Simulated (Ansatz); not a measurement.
## RbVS3 (model cell, started as cubic perovskite with V in the octahedra): phonons and vibrational spectra

Aim: the phonons of RbVS3 (model cell, started as cubic perovskite with V in the octahedra) at a cell relaxed beforehand at this level. After the zone centre comes a 4×4×4 q mesh on a 8×8×8 k mesh.

Calculated with Ansatz 0.2.0; DFT PBEsol, scalar-relativistic, plane waves, PAW; PAW set soft_1.

The structure was built from a prototype and need not be the compound's stable phase.

## (1) The structure

The structure is cubic, space group Pm-3m (No. 221). Conventional cell: a = 4.643 Å, b = 4.643 Å, c = 4.643 Å, α = 90.00°, β = 90.00°, γ = 90.00°. Nearest to Rb lie 12 S at 3.28 Å. V has 6 S at 2.32 Å nearest. S has 2 V at 2.32 Å and 4 Rb at 3.28 Å nearest. Farther neighbours and most contacts between anions are not listed.

## (2) Linear response at the zone centre

The cell comes from relaxations at this level that are not shown. The zone centre comes first: it holds the modes that light can see, as far as symmetry allows. No field response is asked, since the mesh shows no gap.

Input file input.yaml:

```yaml
crystal:
  lattice:
    - [4.6426622666, 0.0, 0.0]
    - [0.0, 4.6426622666, 0.0]
    - [0.0, 0.0, 4.6426622666]
  atoms:
    - { symbol: Rb, position: [0.0, 0.0, 0.0] }
    - { symbol: V, position: [0.5, 0.5, 0.5] }
    - { symbol: S, position: [0.5, 0.5, 0.0] }
    - { symbol: S, position: [0.5, 0.0, 0.5] }
    - { symbol: S, position: [0.0, 0.5, 0.5] }
kpoints:
  mp_grid: { grid: [8, 8, 8] }
hamiltonian:
  xc: pbesol
  pseudopotentials: { kind: paw, azcp: { folder: soft_1 }, xc_functional: pbe }
scf:
  occupations: { method: methfessel_paxton, width: 0.2 }
output:
  eigenvalues: true
phonons:
  method: dfpt
```

Started as:

```bash
ansatz run input.yaml --threads 4 --pin off --max-ram 16384MiB --backend cpu --events-out ev --progress --plain --runs-dir out
```

Numbers of over 12 decimals in the logs are rounded to 6 here.

The program printed:

```text
zone centre: on kpoints.mp_grid the ground state, and the responses unless they are solved on pairs of k-points, stand on 125 of the mesh's 512 k-points, reduced under 8 symmetry operations, with k and −k counted as one. Each operation leaves every solved displacement unchanged or reverses it
Engine: ansatz 0.2.0, aarch64-unknown-linux-gnu
Pseudopotentials: kind: paw
Pseudopotential: Rb, paw, valence charge 9, recommended cutoff 420 eV (normal), soft_1/Rb.paw.azcp
Pseudopotential: V, paw, valence charge 13, recommended cutoff 420 eV (normal), soft_1/V.paw.azcp
Pseudopotential: S, paw, valence charge 6, recommended cutoff 420 eV (normal), soft_1/S.paw.azcp
Functional definition: PBEsol
  exchange = pbesol_x
  correlation = pbesol_c
Crystal: 5 atoms, lattice volume = 100.069 Å³
Basis set: ecut = 420 eV, 1935 PW (Γ), exchange–correlation on 64×64×64 points (8 copies of the dense FFT grid, shifted against one another)
Bands: 25, of which v1, the nominal top of the filled ones, is band 20 counted from 1 (19 counted from 0)
Symmetry: 48 space group operations
k-points: 125 of 512 (irreducible under 8 space group operations)
Non-local potential: Rb, projectors of the file, l = 0: 3, l = 1: 2, l = 2: 2
Non-local potential: V, projectors of the file, l = 0: 3, l = 1: 2, l = 2: 3, l = 3: 1
Non-local potential: S, projectors of the file, l = 0: 2, l = 1: 2, l = 2: 1
PAW form: soft (Blöchl's): semilocal exchange-correlation on the pseudo side does not see the compensation charge
PAW frozen core: Rb, regenerated for the run's functional, and the local potential with it (the file was generated under x = pbe(κ = 0.804, μ = 0.219515), c = pbe(β = 0.066725))
PAW frozen core: V, regenerated for the run's functional, and the local potential with it (the file was generated under x = pbe(κ = 0.804, μ = 0.219515), c = pbe(β = 0.066725))
PAW frozen core: S, regenerated for the run's functional, and the local potential with it (the file was generated under x = pbe(κ = 0.804, μ = 0.219515), c = pbe(β = 0.066725))
PAW one-centre angular grid: Rb, 110 points (default); XC on 64 Gauss nodes
PAW one-centre angular grid: V, 590 points (default); XC on 64 Gauss nodes
PAW one-centre angular grid: S, 110 points (default); XC on 64 Gauss nodes
Initial density: superposition of atomic densities (chi_scale 0.1, normalization cell, long waves kept (reshape's long-wave potential 0.00 eV rms))
Initial wavefunctions: pseudopotential atomic-orbital guess
Functional: x = pbesol(κ = 0.804, μ = 0.123457), c = pbesol(β = 0.046)
SCF iter   1: F=—  HF=-8761.341514 eV  |F-HF|=—  |Δ(HF+E_count)|=         —  Δρ=3.31e-2  dr2=1.73e0  ethr=3.10e-3  ⟨swp⟩=8.1  Hψ=35108  notcnv=0  defer=14
automatic band count: the SCF goes on with 30 bands, as 25 were too few: the levels above may hold too much charge
preconditioner: auto → Kerker (q_TF=auto, 2.342 Å⁻¹)  [metal: Δε(μ)=0.080 eV  Ē_g=10.390 eV  σ=0.200 eV  W_gap=0.33  n_scr=18 (ndim 8)  ℏωp=20.3 eV  f_vac=0.000  D(μ)=2.51/eV (n_scr^D=18)]
SCF iter   2: F=—  HF=-8761.015862 eV  |F-HF|=—  |Δ(HF+E_count)|=   3.26e-1  S|Δr|=    0.00e0  Δρ=1.94e-2  dr2=6.51e-1  ethr=3.10e-3  ⟨swp⟩=2.3  Hψ=5635  notcnv=0  defer=124
SCF iter   3: F=—  HF=-8760.830588 eV  |F-HF|=—  |Δ(HF+E_count)|=   1.85e-1  S|Δr|=    0.00e0  Δρ=5.28e-3  dr2=4.23e-2  ethr=1.63e-3  ⟨swp⟩=2.8  Hψ=6552  notcnv=0  defer=124
SCF iter   4: F=—  HF=-8760.827516 eV  |F-HF|=—  |Δ(HF+E_count)|=   3.07e-3  S|Δr|=    0.00e0  Δρ=1.95e-3  dr2=7.71e-3  ethr=1.06e-4  ⟨swp⟩=1.4  Hψ=3736  notcnv=0  defer=125
SCF iter   5: F=—  HF=-8760.825675 eV  |F-HF|=—  |Δ(HF+E_count)|=   1.84e-3  S|Δr|=    0.00e0  Δρ=6.73e-4  dr2=6.96e-4  ethr=1.93e-5  ⟨swp⟩=2.1  Hψ=4994  notcnv=0  defer=128
SCF iter   6: F=—  HF=-8760.825599 eV  |F-HF|=—  |Δ(HF+E_count)|=   7.67e-5  S|Δr|=    0.00e0  Δρ=1.04e-4  dr2=1.60e-5  ethr=1.74e-6  ⟨swp⟩=2.2  Hψ=5141  notcnv=0  defer=134
SCF iter   7: F=—  HF=-8760.825600 eV  |F-HF|=—  |Δ(HF+E_count)|=   9.39e-7  S|Δr|=    0.00e0  Δρ=3.17e-5  dr2=2.59e-6  ethr=4.00e-8  ⟨swp⟩=2.2  Hψ=5614  notcnv=0  defer=134
SCF iter   8: F=—  HF=-8760.825599 eV  |F-HF|=—  |Δ(HF+E_count)|=   2.06e-7  S|Δr|=    0.00e0  Δρ=8.40e-6  dr2=1.41e-7  ethr=6.48e-9  ⟨swp⟩=2.3  Hψ=5682  notcnv=0  defer=178
SCF iter   9: F=—  HF=-8760.825600 eV  |F-HF|=—  |Δ(HF+E_count)|=   4.33e-8  S|Δr|=    0.00e0  Δρ=2.84e-6  dr2=1.16e-8  ethr=3.51e-10  ⟨swp⟩=2.9  Hψ=6120  notcnv=0  defer=178
SCF iter  10: F=—  HF=-8760.825600 eV  |F-HF|=—  |Δ(HF+E_count)|=   6.94e-9  S|Δr|=    0.00e0  Δρ=6.95e-7  dr2=5.57e-10  ethr=2.91e-11  ⟨swp⟩=2.0  Hψ=5051  notcnv=0  defer=178
SCF iter  11: F=—  HF=-8760.825600 eV  |F-HF|=—  |Δ(HF+E_count)|=  3.42e-10  S|Δr|=    0.00e0  Δρ=1.47e-7  dr2=2.83e-11  ethr=1.39e-12  ⟨swp⟩=2.0  Hψ=5225  notcnv=0  defer=178
SCF iter  12: F=-8760.825600 eV  HF=-8760.825600 eV  |F-HF|=0.00e0  |Δ(HF+E_count)|=  1.09e-11  S|Δr|=    0.00e0  Δρ=2.56e-8  dr2=8.45e-13  ethr=1.00e-12  ⟨swp⟩=14.9  Hψ=20971  notcnv=0
SCF 1 converged in 12 iterations: F = -8760.825600 eV  dr2 = 8.45e-13
  greatest PAW one-centre occupation: 1.000 electrons in one spin orbital (limit 2), on the V atom at site 1 (counted from 0), in its partial waves of l = 0
DFPT response loops at Γ: preconditioner auto → Kerker (q_TF=auto, 2.342 Å⁻¹) (partly filled bands, converged f_vac=0.000); β = 1.00, the filter's whole step (`scf.mixing.beta` (0.50) is not read by the response loops under this deck's `scf.mixing.preconditioner`; to damp them name `kerker` or `kerker_dos`, under which they read `scf.mixing.beta`, and type it under 1.00, their step now; both keys bind the ground state too); Broyden in place of MSR1
SCF converged after 12 iterations
Stability not checked: this state was not tested for a lower state beside it, because cold or Methfessel-Paxton smearing, or corrected tetrahedra, fill the levels in a way that the test cannot read (fill_not_monotonic; see scf.lower_state_search)
Free energy (F): -8760.825600 eV
Harris-Foulkes:  -8760.825600 eV  (|F-HF|=0.00e0)
Internal energy: -8760.802918 eV  (E = F + TS)
E sigma→0 (E₀):  -8760.819929 eV
Entropy (-TS):   -0.022681 eV (-4.536 meV/atom)
Fermi energy:    7.811124 eV
--- Per-component energies (eV) ---
  E_band       = -282.984239
  E_kinetic    = 794.759312
  E_local      = -2463.805177  (includes V_loc(G=0)·N_el)
  E_nonlocal   = 373.797746
  E_hartree    = 907.805344
  E_xc         = -502.004405
  E_vxc        = -522.795356  (∫ρ·V_xc dr)
  E_paw        = -5448.133335  (= ΣΔE_a)
  E_vpaw       = -280.552452  (= ΣTr[D̂ρ^β])
  E_aug_tail   = 0.001026  (compensation charges beyond the density's cutoff)
  E_ewald      = -2423.682627
  E_core_change = 0.459199  (= ΣΔE_core)
  E_smearing   = -0.022681  (= −TS)
  E_closure    = -0.000000  (closes the sum)
  Σ components = -8760.825600   (vs F -8760.825600, Δ=0.00e0)
--- Band table (eV; the first three rows and the last of 125) ---
  k-point 0: bands = [... 16 lower, 6.6263, 6.9190, 6.9190, 6.9190, 7.7116, 7.7116, 7.7116, 8.2491, ... 6 higher]
  k-point 1: bands = [... 16 lower, 6.4906, 6.9266, 7.0513, 7.1868, 7.1868, 7.9185, 7.9185, 8.2609, ... 6 higher]
  k-point 2: bands = [... 16 lower, 6.2013, 6.2302, 6.9450, 7.2162, 7.2162, 8.2806, 8.4113, 8.4113, ... 6 higher]
  k-point 124: bands = [... 16 lower, 3.8591, 8.1892, 8.1892, 8.1892, 9.0275, 9.0275, 9.0275, 12.8168, ... 6 higher]
--- Phonons (Γ-DFPT): 4 representative perturbations + reference, on 125 of 512 k-points (Σ response iterations 12) ---
  k mesh reduced under 8 symmetry operations, with k and −k counted as one. Each operation leaves every solved displacement unchanged or reverses it
  ASR residual: 3.303e-5 → 0.000e0 eV/Å²; symmetrization residual: 3.280e-6 eV/Å²
  ASR residual per site (eV/Å²): 9.47e-6 4.43e-6 3.30e-5 3.30e-5 3.30e-5
  Γ frequencies (cm⁻¹): -76.42 -76.42 -76.42 0.00 0.00 0.00 126.27 126.27 126.27 147.82 147.82 147.82 303.10 303.10 303.10
  non-analytic LO–TO correction: not included (Born effective charges unavailable; polar crystals: no LO–TO splitting at Γ)
```

It took 39 s on 4 threads of Arm Neoverse V1, shared host; peak memory 1.3 GiB.

Reading the cycles: dr2 is the Hartree energy of the density residual (eV), the measure of convergence; HF is the Harris–Foulkes estimate of the energy, which meets the free energy F at convergence.

Numbers from this step:

```yaml
volume_per_atom: 20.01 Å³
gap_on_the_k_mesh: 0 eV
sum_rule_residual_before_enforcement: 3.30e-5 eV/Å²
point_group: m-3m
highest_optical_mode_at_the_zone_centre_no_lo_to_term: 303.1 cm⁻¹
lowest_optical_zone_centre_mode: -76.42 cm⁻¹
```

Patterns of degenerate modes are one choice out of their space. The modes at Γ (shares of kinetic energy by element, %) (negative means imaginary):

```
mode  frequency (cm⁻¹)  symmetry  Rb %  V %  S %
   1             -76.4       T1u     4   74   21
   2             -76.4       T1u     4   74   21
   3             -76.4       T1u     4   74   21
   4               0.0  acoustic    37   22   41
   5               0.0  acoustic    37   22   41
   6               0.0  acoustic    37   22   41
   7             126.3       T1u    59    2   40
   8             126.3       T1u    59    2   40
   9             126.3       T1u    59    2   40
  10             147.8       T2u     0    0  100
  11             147.8       T2u     0    0  100
  12             147.8       T2u     0    0  100
  13             303.1       T1u     0    2   97
  14             303.1       T1u     0    2   97
  15             303.1       T1u     0    2   97
```

Displacements in mode 3 (-76.4 cm⁻¹), the largest set to 1:
```
Rb1 -0.19  0.00  0.03
V2   1.00  0.02 -0.13
S3  -0.47 -0.01  0.02
S4  -0.47  0.00  0.06
S5  -0.16 -0.01  0.06
```

Displacements in mode 13 (303.1 cm⁻¹), the largest set to 1:
```
Rb1  0.04  0.00  0.00
V2  -0.14  0.00  0.00
S3  -0.44  0.00  0.00
S4  -0.44  0.00  0.00
S5   1.00  0.00  0.00
```

Before it was imposed, the acoustic sum rule was missed by 3.3e-5 eV/Å². Small misses are needed for a sound result but don't prove that mesh and cutoff are converged. The lowest optical mode is imaginary, 76.4i cm⁻¹, so the energy falls along it.

(Continued in part 2 of 2.)

[Logs are printed without paths, hosts, clocks, repeated set-up lines and the standing remarks that a program may print on its own settings, such as how far it seeks lower states.]

[Hosts, paths, dates, database ids (printed as entryN), source tags and the programs' standing remarks are cut or masked in the printed files.]
